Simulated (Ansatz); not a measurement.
# TiC (Fm-3m): thermal expansion from first principles, part 2 of 3

How much does TiC expand with temperature?

Experimental results on record:
- heat capacity C_P per formula unit 33.9 J/mol/K near room temperature (given in “High-Throughput Prediction of Finite-Temperature Properties using the Quasi-Harmonic Approximation”, 2016, arXiv:1603.06924)

Ansatz 0.2.0; DFT PBEsol, scalar-relativistic, plane waves, PAW (the session's first sound run).

So far. Step 2 (Probe on a coarse mesh): The start is under -4.5 GPa at this level and looks like a metal on this mesh. Step 4 (Tight relaxation): The residual pressure is -0.0028 GPa, small enough for phonons. The relaxed cell has a = 4.293 Å (conventional setting).

The database entry behind the starting cell differs from later determinations by our own check (0.1 to 0.3 % short, probably kX units), so it need not match the best structure at ambient conditions.

### 5. Phonons on strained cells, functional PBEsol

Thermal expansion follows from how the free energy of the vibrations (and of the electrons in a metal) changes with strain, so the program makes strained cells, their phonons and a fit in one run.

Input file input.yaml:

```yaml
crystal:
  lattice:
    - [0.0, 2.1466238395, 2.1466238395]
    - [2.1466238395, 0.0, 2.1466238395]
    - [2.1466238395, 2.1466238395, 0.0]
  atoms:
    - { symbol: Ti, position: [0.0, 0.0, 0.0] }
    - { symbol: C, position: [0.5, 0.5, 0.5] }
kpoints:
  mp_grid: { grid: [16, 16, 16] }
hamiltonian:
  xc: pbesol
scf:
  occupations: { method: methfessel_paxton, width: 0.2 }
  lower_state_search: "off"
output:
  eigenvalues: true
phonons:
  method: dfpt
  qmesh: [4, 4, 4]
  temperatures: { t_max: 1200.0, t_step: 50 }
  thermal_expansion: {}
```

Run with:

```bash
$ ansatz run input.yaml --threads 8 --pin off --max-ram 16384MiB --backend cpu --events-out ev --progress --plain --runs-dir out
```

Numbers of over 12 decimals in the logs are rounded to 6 here.

The program printed:

```text
[...]
Crystal: 2 atoms, lattice volume = 19.783 Å³
Basis set: ecut = 487.2 eV, 531 PW (Γ), exchange–correlation on 48×48×48 points (8 copies of the dense FFT grid, shifted against one another)
Bands: 12, of which v1, the nominal top of the filled ones, is band 8 counted from 1 (7 counted from 0)
Symmetry: 48 space group operations
[...]
k-points: 145 of 4096
[...]
SCF iter   1: F=—  HF=-2722.428045 eV  |F-HF|=—  |Δ(HF+E_count)|=         —  Δρ=1.04e-2  dr2=2.40e-2  ethr=1.77e-3  ⟨swp⟩=4.4  Hψ=8607  notcnv=0
[...]
SCF iter   7: F=-2722.422095 eV  HF=-2722.422095 eV  |F-HF|=4.55e-13  |Δ(HF+E_count)|=  1.36e-12  S|Δr|=    0.00e0  Δρ=5.09e-8  dr2=1.91e-13  ethr=1.00e-12  ⟨swp⟩=5.0  Hψ=6172  notcnv=0
the search or the solves at the SCF's close seem to have found levels that the self-consistency loop had missed (the run counts 1). By its estimate they hold under 1e-12 electrons; where the run keeps them, the occupations were computed again with them
SCF 1 converged in 7 iterations: F = -2722.422095 eV  dr2 = 1.91e-13
[...]
relax step   1: F+E_penalty+E_count = -2722.42209465 eV  Δ(F+E_penalty+E_count) = +0.000e0 eV  max|allowed force component| = 3.320e-30 eV/Å  Δτ_max = 0.0000 Å  (7 SCF iters, accepted)
SCF converged after 7 iterations
[...]
Free energy (F): -2722.422095 eV
[...]
Internal energy: -2722.421683 eV  (E = F + TS)
E sigma→0 (E₀):  -2722.421992 eV
Entropy (-TS):   -0.000412 eV (-0.206 meV/atom)
Fermi energy:    15.031653 eV
[...]
--- Stress (GPa, compression-positive) ---
       -0.020249       0.000000      -0.000000
        0.000000      -0.020249       0.000000
       -0.000000       0.000000      -0.020249
  P = ⅓ Tr σ = -0.0202 GPa (-0.202 kbar)
--- Band table (eV; the first three rows and the last of 145) ---
  k-point 0: bands = [... 4 lower, 2.5440, 15.7187, 15.7187, 15.7187, 16.7749, 16.7749, 16.7749, 16.8370]
  k-point 1: bands = [... 4 lower, 2.6366, 15.2690, 15.5228, 15.5228, 16.0961, 16.0961, 17.0192, 17.8475]
  k-point 2: bands = [... 4 lower, 2.9083, 14.3763, 14.7468, 14.7468, 16.1657, 16.1657, 17.3614, 18.9486]
  k-point 144: bands = [... 4 lower, 5.5112, 11.8275, 11.8275, 12.2712, 17.9295, 17.9295, 18.7167, 20.4499]
── thermal expansion: 3 new cells, 3 in all ──
thermal expansion: relaxation of cell 2
thermal expansion: relaxation of cell 3
── thermal expansion: 2 new cells, 5 in all ──
thermal expansion: relaxation of cell 4
thermal expansion: electrons of cell 4
thermal expansion: phonons of cell 4
thermal expansion: relaxation of cell 5
thermal expansion: electrons of cell 1
thermal expansion: electrons of cell 2
thermal expansion: electrons of cell 3
thermal expansion: electrons of cell 5
thermal expansion: phonons of cell 5
── thermal expansion: 5 new cells, 10 in all ──
thermal expansion: relaxation of cell 6
thermal expansion: relaxation of cell 7
thermal expansion: relaxation of cell 8
thermal expansion: relaxation of cell 9
thermal expansion: relaxation of cell 10
thermal expansion: electrons of cell 6
thermal expansion: electrons of cell 7
thermal expansion: electrons of cell 8
thermal expansion: electrons of cell 9
thermal expansion: electrons of cell 10
thermal expansion: phonons of cell 6
thermal expansion: phonons of cell 7
--- Relaxed structure (1 steps of the walk, 1 accepted, 0 SCFs on fresh bases) ---
  F+E_penalty+E_count = -2722.42209465 eV   max|allowed force component| = 3.320e-30 eV/Å
  atoms:
    - { symbol: Ti, position: [0.0, 0.0, 0.0] }
    - { symbol: C, position: [0.5, 0.5, 0.5] }
--- Thermal expansion: 10 cells in 3 rounds, 0 GPa ---
  no lower state was looked for at cell 4: scf.lower_state_search: off
  without vibrations: a 3.03570, b 3.03570, c 3.03570 Å, V 19.7816 Å³, B 267.37 GPa
  at 0 K: a 3.04343, b 3.04343, c 3.04343 Å, V 19.9330 Å³, B 261.60 GPa
  zero-point expansion: a +0.254, b +0.254, c +0.254, V +0.765 %
      T/K        a/Å        b/Å        c/Å       V/Å³ | expansion of a, b, c, V (1e-6/K)   | that of V in the mean from 25 °C | C_P, C_V (J/mol K of the cell) | B_T, B_S (GPa)
     0.00    3.04343    3.04343    3.04343    19.9330 |    0.00    0.00    0.00    0.00 |    8.03 |     0.000     0.000 |   261.60   261.60
   150.00    3.04384    3.04384    3.04384    19.9412 |    2.77    2.77    2.77    8.31 |   13.41 |    16.055    16.022 |   260.66   261.19
   298.15    3.04586    3.04586    3.04586    19.9809 |    5.79    5.79    5.79   17.38 |       - |    34.409    34.130 |   257.25   259.35
   400.00    3.04783    3.04783    3.04783    20.0197 |    6.83    6.83    6.83   20.48 |   19.09 |    40.598    40.084 |   254.38   257.64
   550.00    3.05117    3.05117    3.05117    20.0856 |    7.69    7.69    7.69   23.06 |   20.81 |    45.400    44.517 |   249.85   254.81
   700.00    3.05482    3.05482    3.05482    20.1577 |    8.21    8.21    8.21   24.64 |   22.02 |    48.002    46.737 |   245.11   251.74
   850.00    3.05868    3.05868    3.05868    20.2342 |    8.61    8.61    8.61   25.84 |   22.98 |    49.686    48.025 |   240.21   248.52
  1000.00    3.06271    3.06271    3.06271    20.3144 |    8.96    8.96    8.96   26.88 |   23.78 |    50.948    48.869 |   235.17   245.18
  1150.00    3.06691    3.06691    3.06691    20.3980 |    9.29    9.29    9.29   27.86 |   24.51 |    52.006    49.484 |   229.99   241.72
  1200.00    3.06834    3.06834    3.06834    20.4266 |    9.40    9.40    9.40   28.19 |   24.74 |    52.335    49.657 |   228.23   240.54
  the static fit leaves 0.001 meV an atom of the energies and, of the stresses, 0.000 GPa of each cell's largest along a strain (root mean squares over the cells), whose Pulay part it has at -0.036 GPa
  vibrations' free energy: its fit passes through its cells
  the electrons' free energy at temperature is in it; its fit leaves 0.0002 meV an atom at the most
  free energies summed between the sampled wave vectors
  estimated error of the fitted expansion in any direction: up to 0.016e-6/K, at 1200 K, with few degrees of freedom (an estimate, not a bound: it was exceeded on models of known expansion)
  by sums over the sampled wave vectors an expansion of the volume parts by up to 0.13e-6/K
  by a static energy of one degree less an expansion of the volume parts by up to 0.02e-6/K
```

Wall time 11 min (8 threads of Arm Neoverse V1, shared host); peak memory 3.1 GiB; 81 min of CPU time.

This step gave:

```yaml
pressure: -0.02025 GPa
volume_expansion_coefficient_at_298_k: 17.39 1e-6/K
c_p_at_298_k: 17.20 J/mol-atom/K
entropy_at_298_k: 12.35 J/mol-atom/K
isothermal_bulk_modulus_at_298_k: 257.2 GPa
grueneisen_parameter_at_298_k: 1.577
volume_at_298_k: 9.990 Å³/atom
principal_linear_expansion_coefficients_at_298_k: 5.795, 5.795, 5.795 1e-6/K
```

Strained cells of the study; zero-point energy where phonons were solved; the pressures are stresses at a fixed cutoff and can carry an offset from the finite basis. Expansion cells, by row:

```csv
cell,|a| (Å),|b| (Å),|c| (Å),V (Å³/atom),E - E_lowest (meV/atom),"pressure, compression positive (GPa)",gap (eV),zero-point energy (meV/atom)
1,3.036,3.036,3.036,9.892,0.001,-0.057,-,-
2,3.06,3.06,3.06,10.13,4.673,-6.148,-,-
3,3.012,3.012,3.012,9.658,4.763,6.644,-,-
4,3.036,3.036,3.036,9.893,0,-0.088,-,84.71
5,3.051,3.051,3.051,10.04,1.876,-3.967,-,82.84
6,3.065,3.065,3.065,10.18,6.672,-7.282,-,81.15
7,3.079,3.079,3.079,10.32,14.8,-10.57,-,79.38
8,3.006,3.006,3.006,9.601,7.445,8.399,-,-
9,3.021,3.021,3.021,9.746,1.82,4.031,-,-
10,3.102,3.102,3.102,10.55,32.73,-15.15,-,-
```

Quasi-harmonic; a, b, c are the run's own cell vectors. Expansion, by row:

```csv
T (K),a (Å),b (Å),c (Å),alpha (deg),beta (deg),gamma (deg),cell volume (Å³/cell),alpha_a (1e-6/K),alpha_b (1e-6/K),alpha_c (1e-6/K),alpha_V (1e-6/K),C_P (J/mol-atom/K),C_V (J/mol-atom/K),S (J/mol-atom/K),B_T (GPa),B_S (GPa),Grueneisen,extrapolation,fit error (1e-6/K)
0,3.043,3.043,3.043,60,60,60,19.93,0,0,0,0,0,0,0,261.6,261.6,-,0,0
50,3.043,3.043,3.043,60,60,60,19.93,0.15,0.15,0.15,0.46,0.472,0.472,0.137,261.6,261.6,1.519,0,0
100,3.044,3.044,3.044,60,60,60,19.94,1.3,1.3,1.3,3.9,3.736,3.733,1.325,261.3,261.5,1.638,0,0
150,3.044,3.044,3.044,60,60,60,19.94,2.77,2.77,2.77,8.31,8.027,8.011,3.65,260.7,261.2,1.623,0,0
200,3.044,3.044,3.044,60,60,60,19.95,4.06,4.06,4.06,12.17,11.9,11.86,6.508,259.7,260.7,1.601,0,0
250,3.045,3.045,3.045,60,60,60,19.97,5.06,5.06,5.06,15.19,14.97,14.88,9.508,258.5,260.1,1.586,0,0
298.1,3.046,3.046,3.046,60,60,60,19.98,5.79,5.79,5.79,17.38,17.2,17.07,12.35,257.2,259.4,1.577,0,0
300,3.046,3.046,3.046,60,60,60,19.98,5.82,5.82,5.82,17.46,17.28,17.14,12.45,257.2,259.3,1.576,0,0
350,3.047,3.047,3.047,60,60,60,20,6.39,6.39,6.39,19.17,19,18.8,15.25,255.8,258.5,1.571,0,0
400,3.048,3.048,3.048,60,60,60,20.02,6.83,6.83,6.83,20.48,20.3,20.04,17.88,254.4,257.6,1.567,0,0
450,3.049,3.049,3.049,60,60,60,20.04,7.17,7.17,7.17,21.52,21.3,20.98,20.33,252.9,256.7,1.566,0,0.01
500,3.05,3.05,3.05,60,60,60,20.06,7.45,7.45,7.45,22.36,22.07,21.7,22.61,251.4,255.8,1.565,0,0.01
550,3.051,3.051,3.051,60,60,60,20.09,7.69,7.69,7.69,23.06,22.7,22.26,24.75,249.8,254.8,1.565,0,0.01
600,3.052,3.052,3.052,60,60,60,20.11,7.88,7.88,7.88,23.65,23.21,22.71,26.75,248.3,253.8,1.566,0,0.01
650,3.054,3.054,3.054,60,60,60,20.13,8.06,8.06,8.06,24.17,23.64,23.07,28.62,246.7,252.8,1.567,0,0.01
700,3.055,3.055,3.055,60,60,60,20.16,8.21,8.21,8.21,24.64,24,23.37,30.39,245.1,251.7,1.569,0,0.01
750,3.056,3.056,3.056,60,60,60,20.18,8.36,8.36,8.36,25.07,24.32,23.62,32.05,243.5,250.7,1.571,0,0.01
800,3.057,3.057,3.057,60,60,60,20.21,8.49,8.49,8.49,25.47,24.59,23.83,33.63,241.9,249.6,1.573,0,0.01
850,3.059,3.059,3.059,60,60,60,20.23,8.61,8.61,8.61,25.84,24.84,24.01,35.13,240.2,248.5,1.575,0,0
900,3.06,3.06,3.06,60,60,60,20.26,8.73,8.73,8.73,26.2,25.07,24.17,36.56,238.6,247.4,1.577,0,0.01
950,3.061,3.061,3.061,60,60,60,20.29,8.85,8.85,8.85,26.54,25.28,24.31,37.92,236.9,246.3,1.58,0,0.01
1000,3.063,3.063,3.063,60,60,60,20.31,8.96,8.96,8.96,26.88,25.47,24.43,39.22,235.2,245.2,1.582,0,0.01
1050,3.064,3.064,3.064,60,60,60,20.34,9.07,9.07,9.07,27.21,25.66,24.55,40.47,233.5,244,1.585,0,0.01
1100,3.065,3.065,3.065,60,60,60,20.37,9.18,9.18,9.18,27.54,25.83,24.65,41.66,231.7,242.9,1.588,0,0.01
1150,3.067,3.067,3.067,60,60,60,20.4,9.29,9.29,9.29,27.86,26,24.74,42.82,230,241.7,1.591,0,0.01
1200,3.068,3.068,3.068,60,60,60,20.43,9.4,9.4,9.4,28.19,26.17,24.83,43.93,228.2,240.5,1.594,0,0.02
```

The expansion coefficient by temperature; values in 1e-6/K:

```csv
temperature (K),volume,principal 1
0,0,0
50,0.46,0.15
100,3.9,1.3
200,12.2,4.06
250,15.2,5.06
298,17.4,5.79
300,17.5,5.82
350,19.2,6.39
450,21.5,7.17
500,22.4,7.45
550,23.1,7.69
600,23.6,7.88
650,24.2,8.06
700,24.6,8.21
800,25.5,8.49
850,25.8,8.61
900,26.2,8.73
950,26.5,8.85
1000,26.9,8.96
1100,27.5,9.18
1150,27.9,9.29
1200,28.2,9.4
```

At 298 K the volume expansion is 17.4 × 10⁻⁶/K and B_T is 257 GPa. The program raised the cutoff to 487.2 eV by itself: with no cutoff typed, the study takes about 1.16 times the default for its relaxations and scales it with the volume for the phonons.

### 6. A new level, relaxed again

The functional, the potentials or the cutoff change, so the crystal is relaxed again at the new setting.

This step: DFT PBE+D3(BJ), scalar-relativistic, plane waves, PAW (Ansatz 0.2.0).

input.yaml, the sections that differ from step 5:

```yaml
hamiltonian:
  xc: pbe
  dispersion: d3bj
output:
  forces: true
  stress: true
  eigenvalues: true
relax:
  adjacent_minimum: "off"
  f_tol: 0.001
  max_steps: 60
  cell: { stress_tol: 0.01 }
# crystal, kpoints, scf: as in step 5
# phonons: removed
```

The program printed:

```text
[...]
Crystal: 2 atoms, lattice volume = 19.783 Å³
Basis set: ecut = 420 eV, 387 PW (Γ), exchange–correlation on 48×48×48 points (8 copies of the dense FFT grid, shifted against one another)
Bands: 12, of which v1, the nominal top of the filled ones, is band 8 counted from 1 (7 counted from 0)
Symmetry: 48 space group operations
[...]
k-points: 145 of 4096
[...]
SCF iter   1: F=—  HF=-2753.175842 eV  |F-HF|=—  |Δ(HF+E_count)|=         —  Δρ=3.82e-3  dr2=2.15e-3  ethr=1.77e-3  ⟨swp⟩=4.3  Hψ=8449  notcnv=0
[...]
SCF iter   5: F=-2753.175233 eV  HF=-2753.175233 eV  |F-HF|=2.45e-9  |Δ(HF+E_count)|=   1.07e-8  S|Δr|=    0.00e0  Δρ=4.63e-6  dr2=3.65e-9  ethr=2.99e-10  ⟨swp⟩=1.9  Hψ=5509  notcnv=0
SCF 1 converged in 5 iterations: F = -2753.175233 eV  dr2 = 3.65e-9
[...]
relax step   1: F+E_penalty+E_count = -2753.17523334 eV  Δ(F+E_penalty+E_count) = +0.000e0 eV  max|allowed force component| = 3.780e-30 eV/Å  Δτ_max = 0.0000 Å  P = -0.398 GPa  Ω = 19.783 Å³  (5 SCF iters, dr2 threshold 1.00e-7 eV, accepted)
Crystal: 2 atoms, lattice volume = 19.758 Å³
[...]
SCF iter   3: F=-2753.175313 eV  HF=-2753.175313 eV  |F-HF|=1.08e-8  |Δ(HF+E_count)|=   5.90e-7  S|Δr|=    0.00e0  Δρ=1.00e-5  dr2=2.04e-8  ethr=1.25e-9  ⟨swp⟩=3.0  Hψ=5970  notcnv=0
SCF 2 converged in 3 iterations: F = -2753.175313 eV  dr2 = 2.04e-8
relax step   2: F+E_penalty+E_count = -2753.17531329 eV  Δ(F+E_penalty+E_count) = -7.995e-5 eV  max|allowed force component| = 1.104e-29 eV/Å  Δτ_max = 0.0000 Å  P = -0.060 GPa  Ω = 19.758 Å³  energy of the carried Pulay correction = +4.398e-5 eV  (3 SCF iters, dr2 threshold 2.00e-7 eV, accepted)
Crystal: 2 atoms, lattice volume = 19.754 Å³
[...]
SCF iter   3: F=-2753.175322 eV  HF=-2753.175322 eV  |F-HF|=6.16e-10  |Δ(HF+E_count)|=   2.35e-8  S|Δr|=    0.00e0  Δρ=2.69e-6  dr2=1.36e-9  ethr=5.55e-11  ⟨swp⟩=3.0  Hψ=6005  notcnv=0
SCF 3 converged in 3 iterations: F = -2753.175322 eV  dr2 = 1.36e-9
relax step   3: F+E_penalty+E_count = -2753.17532184 eV  Δ(F+E_penalty+E_count) = -8.554e-6 eV  max|allowed force component| = 1.413e-30 eV/Å  Δτ_max = 0.0000 Å  P = +0.000 GPa  Ω = 19.754 Å³  energy of the carried Pulay correction = +5.171e-5 eV  (3 SCF iters, dr2 threshold 8.88e-9 eV, accepted)
[...]
SCF iter   4: F=-2753.175273 eV  HF=-2753.175273 eV  |F-HF|=0.00e0  |Δ(HF+E_count)|=  1.36e-12  S|Δr|=    0.00e0  Δρ=2.34e-8  dr2=6.79e-14  ethr=1.00e-12  ⟨swp⟩=4.5  Hψ=5327  notcnv=0
SCF 4 converged in 4 iterations: F = -2753.175273 eV  dr2 = 6.79e-14
relax step   4: F+E_penalty+E_count = -2753.17527255 eV  Δ(F+E_penalty+E_count) = +4.929e-5 eV  max|allowed force component| = 1.906e-30 eV/Å  Δτ_max = 0.0000 Å  P = -0.002 GPa  Ω = 19.754 Å³  stress off target by 2.44e-3 GPa  SCF on the basis re-selected at this cell (its energy is not comparable with the rows above)  (4 SCF iters)
[...]
SCF converged after 4 iterations
[...]
Free energy (F): -2753.175273 eV
[...]
Internal energy: -2753.174780 eV  (E = F + TS)
E sigma→0 (E₀):  -2753.175150 eV
Entropy (-TS):   -0.000492 eV (-0.246 meV/atom)
Fermi energy:    15.177090 eV
[...]
--- Stress (GPa, compression-positive) ---
       -0.002436      -0.000000      -0.000000
       -0.000000      -0.002436      -0.000000
       -0.000000      -0.000000      -0.002436
  P = ⅓ Tr σ = -0.0024 GPa (-0.024 kbar)
--- Band table (eV; the first three rows and the last of 145) ---
  k-point 0: bands = [... 4 lower, 2.6506, 15.8888, 15.8888, 15.8888, 16.8910, 16.8910, 16.8910, 16.9657]
  k-point 1: bands = [... 4 lower, 2.7426, 15.4287, 15.6738, 15.6738, 16.2384, 16.2384, 17.1467, 17.9686]
  k-point 2: bands = [... 4 lower, 3.0125, 14.5302, 14.8820, 14.8820, 16.3237, 16.3237, 17.4967, 19.0666]
  k-point 144: bands = [... 4 lower, 5.5826, 11.9857, 11.9857, 12.4086, 18.0730, 18.0730, 18.8535, 20.5391]
--- Relaxed structure (3 steps of the walk, 3 accepted, 1 SCFs on fresh bases) ---
[...]
cell:  # Å, volume = 19.7536 Å³
    - [0, 2.145552, 2.145552]
    - [2.145552, 0, 2.145552]
    - [2.145552, 2.145552, 0]
  atoms:
    - { symbol: Ti, position: [0, 0, 0] }
    - { symbol: C, position: [0.5, 0.5, 0.5] }
```

Elapsed: 1.6 s, on 8 threads; peak memory 0.35 GiB.

Little changed from the start: no atom moved by 0.005 Å and no cell edge by 0.1 %.

This step gave:

```yaml
pressure: -0.002436 GPa
volume_per_atom: 9.877 Å³/atom
```

The residual pressure is -0.0024 GPa, small enough for phonons.

[end of part 2 of 3]

[Logs are printed without paths, hosts, clocks, repeated set-up lines and the standing remarks that a program may print on its own settings, such as how far it seeks lower states.]

[Hosts, paths, dates, database ids (printed as entryN), source tags and the programs' standing remarks are cut or masked in the printed files.]

[A step with changed settings may run another functional than the one named; its input shows which.]
